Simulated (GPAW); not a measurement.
# Dielectric function and optical constants of Ti

Aim: the dielectric function of Ti, and the optical constants that follow from it.

Program: GPAW 26.7.0. Level of theory: DFT, LDA, plane-wave PAW (GPAW data sets), scalar-relativistic, RPA, optical limit. Results are calculated unless marked as measured.

## Step 1: The starting structure

It takes space group P6_3/mmc (No. 194, hexagonal). The conventional cell has a = 2.950 Å, b = 2.950 Å, c = 4.680 Å, α = 90.00°, β = 90.00°, γ = 120.00°. Nearest to Ti lie 12 Ti at 2.89 to 2.95 Å.

Structure file:

```xyz
2
Lattice="2.9500 0.0000 0.0000 -1.4750 2.5548 0.0000 0.0000 0.0000 4.6800" Properties=species:S:1:pos:R:3 pbc="T T T"
Ti    1.4750    0.8516    3.5100
Ti    0.0000    1.7032    1.1700
```

## Step 2: Bands for the response

The response needs many more empty bands than the density does.

This step: DFT, LDA, plane-wave PAW (GPAW data sets), scalar-relativistic, bands at fixed density (GPAW 26.7.0).

The input, nscf.py:

```python
from ase.dft.bandgap import bandgap
from gpaw import GPAW, FermiDirac

calc = GPAW('gs.gpw').fixed_density(kpts={'size': (15, 15, 8), 'gamma': True}, nbands=37, convergence={'bands': 31},
                                    occupations=FermiDirac(0.05), txt='nscf.txt')
print('gap (eV)', bandgap(calc, output=None)[0])
print('direct gap (eV)', bandgap(calc, direct=True, output=None)[0])
print('top band over the Fermi level (eV)', min(calc.get_eigenvalues(kpt=k)[30] for k in range(len(calc.get_ibz_k_points()))) - calc.get_fermi_level())
calc.write('full.gpw', mode='all')
```

Launch:

```
$ OMP_NUM_THREADS=1 python nscf.py
```

Numbers of over 12 decimals in the logs are rounded to 6 here.

Log:

```text
Diagonalizing LCAO Hamiltonian
Converting LCAO to pw mode
convergence criteria:
- Maximum integral of absolute [eigenst]ate change: 4e-08 eV^2 / valence electron
maximum number of iterations: 150

SCF iterations
|iter     |      energy | eigst |  dens |
|iter:   1||             | +2.39 |       |
|iter:   2||             | +0.43 |       |
|iter:   3||             | -0.89 |       |
|iter:   4||             | -2.41 |       |
|iter:   5||             | -3.44 |       |
|iter:   6||             | -4.75 |       |
|iter:   7||             | -5.97 |       |
|iter:   8||             | -7.24 |       |
|iter:   9||             | -8.29c|       |
SCF steps: 9
  __  _  _
 | _ |_)|_||  |
 |__||  | ||/\| - 26.7.0

Versions:
  Python: 3.12.14
  ASE:    3.29.0
  Numpy:  2.5.5
  Scipy:  1.18.1
  Libxc:  7.0.0

Input parameters:
  mode=PW(ecut=500.0),
  convergence={'bands': 31},
  gpts=array([16, 16, 25]),
  kpts=MonkhorstPack(size=(15, 15, 8), gamma=True),
  maxiter=150,
  nbands=37,
  occupations=Occupations(name='fermi-dirac', width=0.05, fixmagmom=False),
  parallel={},
  xc=XC(name='LDA')

--- standard output ---
gap (eV) 0.0
direct gap (eV) 0.0
top band over the Fermi level (eV) 22.189969
```

Run time: 2.5 min. Hardware: 1 thread of Intel Xeon at 2.50GHz (Skylake/Cascade Lake), shared host; peak memory 0.28 GiB.

## Step 3: Dielectric function, RPA

Local fields let the induced charge screen the field inside the cell, which as a rule lowers ε, most along directions where the density is uneven.

This step: DFT, LDA, plane-wave PAW (GPAW data sets), scalar-relativistic, RPA, optical limit (GPAW 26.7.0).

The input, df.py:

```python
from gpaw.response.df import DielectricFunction

df = DielectricFunction('full.gpw', frequencies={'type': 'nonlinear', 'domega0': 0.03, 'omega2': 8},
                        ecut=50,
                        eta=0.15,
                        nbands=31,
                        rate=0.05,
                        txt='df.txt')
for direction in ['x', 'z']:
    df.get_dielectric_function(xc='RPA', direction=direction, filename=f'df_{direction}.csv')
```

Launch:

```
$ OMP_NUM_THREADS=1 python df.py
```

Log:

```text
Using integrator: PointIntegrator
NonLinearFrequencyDescriptor(from 0.000 to 83.625 eV, 524 points)
Nonperiodic BCs:  [False False False]
Using integrator: PointIntegrator
NonLinearFrequencyDescriptor(from 0.000 to 83.625 eV, 524 points)
Nonperiodic BCs:  [False False False]
Using integrator: PointIntegrator

Calculating chi0 body with:
    Ground state adapter containing:
    Number of spins: 1
    Number of kpoints: 1800
    Number of irreducible kpoints: 192
    Number of completely occupied states: 10
    Number of partially occupied states: 16

    Linear response parametrization:
    q_c: [0.0, 0.0, 0.0]
    Number of frequency points: 524
    Planewave cutoff: 50.0
    Number of bands: 31
    Number of planewaves: 23
    Broadening (eta): 0.15

Integrating chi0 body.

Symmetries of q_c:
    Direct symmetries (Uq -> q): 12
    Indirect symmetries (TUq -> q): 0
In total 12 allowed symmetries.

192 groups of equivalent kpoints. 89.333333% reduction.

Integral kind: spectral function

Calculating chi0 optical extensions with:
    Ground state adapter containing:
    Number of spins: 1
    Number of kpoints: 1800
    Number of irreducible kpoints: 192
    Number of completely occupied states: 10
    Number of partially occupied states: 16

    Linear response parametrization:
    Number of frequency points: 524
    Planewave cutoff: 50.0
    Number of bands: 31
    Number of planewaves: 23
    Broadening (eta): 0.15
Integrating chi0 head and wings.

Symmetries of q_c:
    Direct symmetries (Uq -> q): 12
    Indirect symmetries (TUq -> q): 0
In total 12 allowed symmetries.

192 groups of equivalent kpoints. 89.333333% reduction.

Integral kind: spectral function wings

Calculating drude chi0 with:
    Number of frequency points:524
    Plasma frequency decay rate: 0.05 eV

    Ground state adapter containing:
    Number of spins: 1
    Number of kpoints: 1800
    Number of irreducible kpoints: 192
    Number of completely occupied states: 10
    Number of partially occupied states: 16

Symmetries of q_c:
    Direct symmetries (Uq -> q): 12
    Indirect symmetries (TUq -> q): 0
In total 12 allowed symmetries.

192 groups of equivalent kpoints. 89.333333% reduction.

Integral kind: intraband
Plasma frequency:
[[3.67-0.j 0.  +0.j 0.  +0.j]
 [0.  +0.j 3.67-0.j 0.  -0.j]
 [0.  +0.j 0.  -0.j 3.71+0.j]]
```

It took 58 s on 1 thread; peak memory 0.21 GiB.

Sum at mesh points, not converged in k. Im ε against photon energy; read off at these points:

| photon energy (eV) | E ∥ x | E ∥ z |
| --- | --- | --- |
| 0.500 | 37.2 | 75.9 |
| 0.750 | 35.7 | 61.3 |
| 1.000 | 37.3 | 44.6 |
| 1.250 | 31.1 | 46.0 |
| 1.500 | 31.0 | 41.1 |
| 1.750 | 30.3 | 27.2 |
| 2.000 | 26.3 | 21.2 |
| 2.250 | 22.8 | 18.4 |
| 2.500 | 18.3 | 17.2 |
| 2.750 | 14.9 | 17.2 |
| 3.000 | 15.7 | 16.7 |
| 3.250 | 14.8 | 16.6 |
| 3.500 | 13.6 | 15.5 |
| 3.750 | 14.3 | 13.4 |
| 4.000 | 12.9 | 12.3 |
| 4.250 | 9.27 | 9.11 |
| 4.500 | 6.16 | 6.74 |
| 4.750 | 4.48 | 5.06 |
| 5.000 | 3.76 | 4.12 |
| 5.250 | 3.17 | 3.49 |
| 5.500 | 2.73 | 2.96 |
| 5.750 | 2.77 | 3.11 |
| 6.000 | 3.43 | 4.40 |
| 6.250 | 4.67 | 6.03 |
| 6.500 | 5.68 | 4.61 |
| 6.548 | 5.72 | 4.30 |
| 6.750 | 4.91 | 3.22 |
| 7.000 | 3.14 | 2.53 |
| 7.250 | 2.65 | 1.95 |
| 7.500 | 2.80 | 1.47 |
| 7.750 | 2.01 | 1.14 |
| 8.000 | 1.24 | 1.24 |
| 8.250 | 0.992 | 1.19 |
| 8.500 | 1.09 | 1.47 |
| 8.750 | 1.31 | 1.87 |
| 9.000 | 1.82 | 2.15 |
| 9.250 | 2.46 | 2.52 |
| 9.500 | 2.24 | 1.95 |
| 9.750 | 2.55 | 1.98 |
| 10.000 | 2.75 | 1.83 |
| 10.250 | 2.60 | 2.06 |
| 10.500 | 2.41 | 1.90 |
| 10.750 | 2.26 | 2.12 |
| 11.000 | 1.87 | 2.05 |
| 11.250 | 1.76 | 1.86 |
| 11.500 | 1.66 | 1.49 |
| 11.750 | 1.42 | 1.36 |
| 12.000 | 1.31 | 1.15 |
| 12.250 | 1.15 | 1.10 |
| 12.500 | 0.978 | 0.989 |
| 12.750 | 1.03 | 0.795 |
| 13.000 | 0.957 | 0.607 |
| 13.250 | 0.974 | 0.522 |
| 13.500 | 0.963 | 0.578 |
| 13.750 | 0.865 | 0.696 |

Values under 1 per cm are given as 1; sum at mesh points, not converged in k. The absorption coefficient by photon energy:

| photon energy (eV) | E ∥ x (1/cm) | E ∥ z (1/cm) |
| --- | --- | --- |
| 0.492 | 2.4e5 | 3.0e5 |
| 1.010 | 3.9e5 | 4.6e5 |
| 1.486 | 5.4e5 | 7.4e5 |
| 1.985 | 7.4e5 | 7.5e5 |
| 2.508 | 8.8e5 | 8.0e5 |
| 3.018 | 9.0e5 | 9.6e5 |
| 3.510 | 1.0e6 | 1.2e6 |
| 3.980 | 1.3e6 | 1.4e6 |
| 4.516 | 1.3e6 | 1.4e6 |
| 4.981 | 1.2e6 | 1.3e6 |
| 5.515 | 1.0e6 | 1.1e6 |
| 6.021 | 8.6e5 | 1.0e6 |
| 6.494 | 1.3e6 | 1.5e6 |
| 6.985 | 1.4e6 | 1.4e6 |
| 7.496 | 1.3e6 | 1.2e6 |
| 8.026 | 1.2e6 | 1.0e6 |
| 8.516 | 7.8e5 | 8.5e5 |
| 9.023 | 7.9e5 | 9.8e5 |
| 9.483 | 1.0e6 | 1.2e6 |
| 10.026 | 1.3e6 | 1.1e6 |
| 10.519 | 1.4e6 | 1.2e6 |
| 11.029 | 1.4e6 | 1.4e6 |
| 11.479 | 1.4e6 | 1.4e6 |
| 12.023 | 1.4e6 | 1.3e6 |
| 12.504 | 1.2e6 | 1.3e6 |
| 13.000 | 1.2e6 | 1.2e6 |
| 13.512 | 1.2e6 | 9.0e5 |

The reflectivity at normal incidence has structure finer than the step of the table below, so its rows give means over 0.5 eV, whole bins alone (the curve runs from 0.305 to 14.0 eV). Peaks (eV: height): E ∥ x 4.47: 67.6, 6.99: 55.4, 7.91: 59.5, 12.34: 38.8; E ∥ z 4.56: 68.3, 7.44: 62.8, 9.35: 33.2, 13.00: 47.3.

Sum at mesh points, not converged in k. The reflectivity at normal incidence by photon energy; means over each step:

| photon energy (eV) | E ∥ x (%) | E ∥ z (%) |
| --- | --- | --- |
| 1.0 | 59.2 | 65.8 |
| 1.5 | 58.0 | 67.1 |
| 2.0 | 59.1 | 61.6 |
| 2.5 | 57.7 | 55.0 |
| 3.0 | 52.7 | 54.6 |
| 3.5 | 53.6 | 58.0 |
| 4.0 | 60.7 | 62.5 |
| 4.5 | 67.0 | 67.2 |
| 5.0 | 62.5 | 64.7 |
| 5.5 | 50.6 | 55.0 |
| 6.0 | 31.4 | 38.1 |
| 6.5 | 40.0 | 54.3 |
| 7.0 | 52.9 | 60.8 |
| 7.5 | 49.6 | 62.0 |
| 8.0 | 56.7 | 48.0 |
| 8.5 | 31.6 | 26.7 |
| 9.0 | 16.4 | 24.1 |
| 9.5 | 21.6 | 31.2 |
| 10.0 | 26.2 | 28.1 |
| 10.5 | 31.5 | 27.9 |
| 11.0 | 35.7 | 32.7 |
| 11.5 | 36.6 | 39.4 |
| 12.0 | 37.7 | 40.7 |
| 12.5 | 36.0 | 42.1 |
| 13.0 | 31.8 | 45.7 |
| 13.5 | 30.9 | 31.2 |

Sum at mesh points, not converged in k. The Im ε, E ∥ x by photon energy; read off at these points:

| photon energy (eV) | without local fields | with local fields |
| --- | --- | --- |
| 0.5 | 37.2 | 37.2 |
| 1.0 | 37.3 | 37.3 |
| 1.5 | 31.0 | 31.0 |
| 2.0 | 26.0 | 26.3 |
| 2.5 | 18.2 | 18.3 |
| 3.0 | 15.8 | 15.7 |
| 3.5 | 13.5 | 13.6 |
| 4.0 | 12.8 | 12.9 |
| 4.5 | 6.15 | 6.16 |
| 5.0 | 3.77 | 3.76 |
| 5.5 | 2.73 | 2.73 |
| 6.0 | 3.46 | 3.43 |
| 6.5 | 5.70 | 5.68 |
| 7.0 | 3.14 | 3.14 |
| 7.5 | 2.72 | 2.80 |
| 8.0 | 1.18 | 1.24 |
| 8.5 | 1.08 | 1.09 |
| 9.0 | 1.88 | 1.82 |
| 9.5 | 2.27 | 2.24 |
| 10.0 | 2.69 | 2.75 |
| 10.5 | 2.34 | 2.41 |
| 11.0 | 1.80 | 1.87 |
| 11.5 | 1.58 | 1.66 |
| 12.0 | 1.25 | 1.31 |
| 12.5 | 0.932 | 0.978 |
| 13.0 | 0.920 | 0.957 |
| 13.5 | 0.928 | 0.963 |

Sum at mesh points, not converged in k. Loss function −Im 1/ε at q → 0 against energy loss; read off at these points:

| energy loss (eV) | E ∥ x | E ∥ z |
| --- | --- | --- |
| 0.500 | 0.0260 | 0.0131 |
| 0.750 | 0.0261 | 0.0162 |
| 1.000 | 0.0248 | 0.0223 |
| 1.250 | 0.0304 | 0.0217 |
| 1.500 | 0.0311 | 0.0237 |
| 1.750 | 0.0329 | 0.0310 |
| 2.000 | 0.0380 | 0.0438 |
| 2.250 | 0.0426 | 0.0508 |
| 2.500 | 0.0508 | 0.0569 |
| 2.750 | 0.0634 | 0.0571 |
| 3.000 | 0.0633 | 0.0584 |
| 3.250 | 0.0630 | 0.0570 |
| 3.500 | 0.0704 | 0.0562 |
| 3.750 | 0.0635 | 0.0614 |
| 4.000 | 0.0582 | 0.0551 |
| 4.250 | 0.0587 | 0.0583 |
| 4.500 | 0.0642 | 0.0607 |
| 4.750 | 0.0783 | 0.0738 |
| 5.000 | 0.105 | 0.0891 |
| 5.250 | 0.134 | 0.109 |
| 5.500 | 0.187 | 0.151 |
| 5.750 | 0.283 | 0.232 |
| 5.867 | 0.306 | 0.247 |
| 6.000 | 0.287 | 0.214 |
| 6.250 | 0.213 | 0.147 |
| 6.500 | 0.166 | 0.121 |
| 6.750 | 0.143 | 0.123 |
| 7.000 | 0.153 | 0.144 |
| 7.250 | 0.215 | 0.153 |
| 7.500 | 0.217 | 0.176 |
| 7.750 | 0.189 | 0.240 |
| 8.000 | 0.241 | 0.396 |
| 8.250 | 0.418 | 0.572 |
| 8.500 | 0.771 | 0.629 |
| 8.578 | 0.784 | 0.615 |
| 8.750 | 0.761 | 0.532 |
| 9.000 | 0.519 | 0.465 |
| 9.250 | 0.406 | 0.357 |
| 9.500 | 0.446 | 0.440 |
| 9.750 | 0.392 | 0.446 |
| 10.000 | 0.358 | 0.495 |
| 10.250 | 0.355 | 0.458 |
| 10.500 | 0.381 | 0.480 |
| 10.750 | 0.350 | 0.437 |
| 11.000 | 0.410 | 0.406 |
| 11.250 | 0.445 | 0.401 |
| 11.500 | 0.432 | 0.429 |
| 11.750 | 0.492 | 0.454 |
| 12.000 | 0.519 | 0.521 |
| 12.250 | 0.566 | 0.577 |
| 12.500 | 0.698 | 0.559 |
| 12.750 | 0.735 | 0.616 |
| 13.000 | 0.811 | 0.738 |
| 13.250 | 0.857 | 1.10 |
| 13.500 | 0.835 | 1.46 |
| 13.599 | 0.848 | 1.47 |
| 13.750 | 0.889 | 1.35 |

Optical constants at common wavelengths, from n + ik = √ε:

| wavelength (nm) | n x | k x | R (%) x | 1/α x | n z | k z | R (%) z | 1/α z |
| --- | --- | --- | --- | --- | --- | --- | --- | --- |
| 1550 | 4.90 | 3.593 | 58.9 | 34 nm | 5.07 | 5.414 | 69.3 | 23 nm |
| 1064 | 4.51 | 3.685 | 58.9 | 23 nm | 5.05 | 4.503 | 64.5 | 19 nm |
| 532 | 2.96 | 3.645 | 59.1 | 12 nm | 2.65 | 3.322 | 56.5 | 13 nm |
| 450 | 2.41 | 3.068 | 54.2 | 12 nm | 2.73 | 3.147 | 54.2 | 11 nm |
| 365 | 2.27 | 2.950 | 53.2 | 9.8 nm | 2.44 | 3.318 | 57.3 | 8.8 nm |
| 248 | 0.82 | 2.305 | 62.1 | 8.6 nm | 0.83 | 2.471 | 64.8 | 8.0 nm |
| 193 | 1.51 | 1.799 | 36.6 | 8.5 nm | 1.15 | 2.286 | 53.4 | 6.7 nm |

In reflection the computed colour is light grey: x = 0.321, y = 0.338, luminous reflectivity 58 %.

## Step 4: Summary of results

What this shows: At this level (LDA, RPA) Ti is a metal. The mesh is too coarse to trust the carriers' weight, the reflectivity or the colour to better than tens of per cent. In reflection the computed colour is light grey: x = 0.321, y = 0.338, luminous reflectivity 58 %. The carriers' damping of 0.05 eV is typed, not computed; it shapes the response at the lowest energies. In this version of GPAW the matrix elements of the optical limit are incomplete, which can lower ε − 1 by up to a tenth where first-row anions or d states rule, and shift it by more in d metals. GPAW's carrier term has the form −ωp²/(ω + i·rate)², which damps like twice the rate and fails at low energy, so the curves leave the lowest energies out. The sum runs over mesh points 0.17 Å⁻¹ apart with no interpolation, so peaks are partly noise of the mesh, and the Drude plasma energy, a sum over the Fermi surface, isn't converged.

[Machine, clock and banner lines and Python warnings are left out of the logs.]

[Logs are printed without paths, hosts, clocks, repeated set-up lines and the standing remarks that a program may print on its own settings, such as how far it seeks lower states.]

[Hosts, paths, dates, database ids (printed as entryN), source tags and the programs' standing remarks are cut or masked in the printed files.]
